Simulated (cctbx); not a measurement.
**Diagnosing a refinement**

Cell a = 7.2490 Å, b = 4.1880 Å, c = 8.7740 Å, α = 90.00°, β = 90.00°, γ = 90.00°; space group Pnma (no. 62). The compound is PrCdFe.

The data are simulated with cctbx, not measured: Mo Kα, λ = 0.71073 Å, to d = 0.7 Å, 80 % of the full sphere, strongest reflection 70000 counts, noise from counting, a 6 % proportional error and a noise floor of 15 counts (s.d.); no absorption, and some extinction, which the refinements don't model.

An anisotropic refinement with weights 1/σ² prints:

```text
Rint 0.046, 448 unique reflections to 0.70 A
cycle     R1     wR2    GooF  max shift (A)
   1  0.4770  0.8146  22.825   0.02067
   3  0.3962  0.6687  18.736   0.00005
final R1 0.3962 wR2 0.6687 GooF 18.736  parameters 12  data/parameter 37.3
atom        x        y        z      Ueq    occ   su(xyz)  su(Uiso or U11)
Pr1    0.96902  0.75000  0.31751  -0.0103  1.000  0.00069  0.0026  NPD
Cd1    0.86346  0.75000  0.95165  -0.0082  1.000  0.00101  0.0031  NPD
difference map: max 211.50 min -32.17 rms 15.36
Q1    0.0353  0.2500  0.6851    4  213.68  0.04 A from Pr1
Q2    0.2405  0.2500  0.3671    4  183.77  2.78 A from Cd1
Q3    0.1392  0.2500  0.0546    4  173.61  0.06 A from Cd1
Q4    0.2008  0.2500  0.2560    4   17.77  1.88 A from Cd1
Q5    0.1565  0.7500  0.7489    4   17.68  2.31 A from Cd1
Q6    0.1427  0.7500  0.0116    4   17.43  2.09 A from Cd1
```

Q: Accept it or mend it, and why?

Mend it. The fault: an atom left out, Fe at (0.7587, 3/4, 0.6308). Against the right model at the same level, R1 goes from 0.0161 to 0.3962 and GooF from 0.96 to 18.74, U of Pr1 shrinks from 0.0127 to -0.0103 Å², the top difference peak, 213.7 e/Å³, lies on Pr1 and Pr1 and Cd1 go non-positive-definite. Q2 is the missing atom. With scattering power missing, scale and phases suffer, so peaks may also grow on the heavy atoms.

The compound is PrCdFe. The right model at the same level gives:

```text
Rint 0.046, 448 unique reflections to 0.70 A
cycle     R1     wR2    GooF  max shift (A)
   1  0.0162  0.0345   0.974   0.00009
   2  0.0161  0.0341   0.963   0.00000
final R1 0.0161 wR2 0.0341 GooF 0.963  parameters 18  data/parameter 24.9
atom        x        y        z      Ueq    occ   su(xyz)  su(Uiso or U11)
Pr1    0.96784  0.75000  0.31606   0.0127  1.000  0.00003  0.0001
Cd1    0.86202  0.75000  0.94977   0.0139  1.000  0.00004  0.0001
Fe1    0.75873  0.75000  0.63083   0.0178  1.000  0.00008  0.0003
difference map: max 0.92 min -1.08 rms 0.31
Q1    0.1780  0.0471  0.5408    8    0.95  1.79 A from Fe1
Q2    0.0328  0.5286  0.3822    8    0.92  1.19 A from Pr1
Q3    0.1990  0.0148  0.2359    8    0.84  1.56 A from Fe1
Q4    0.0335  0.0410  0.9800    8    0.79  1.31 A from Cd1
Q5    0.1643  0.5290  0.8905    8    0.75  1.17 A from Fe1
Q6    0.1227  0.9905  0.7348    8    0.72  1.35 A from Pr1
```

This is a model crystal, built by substitution and not relaxed, with assumed displacement parameters.

[Middle refinement cycles are left out of these outputs.]

[Logs are printed without paths, hosts, clocks, repeated set-up lines and the standing remarks that a program may print on its own settings, such as how far it seeks lower states.]
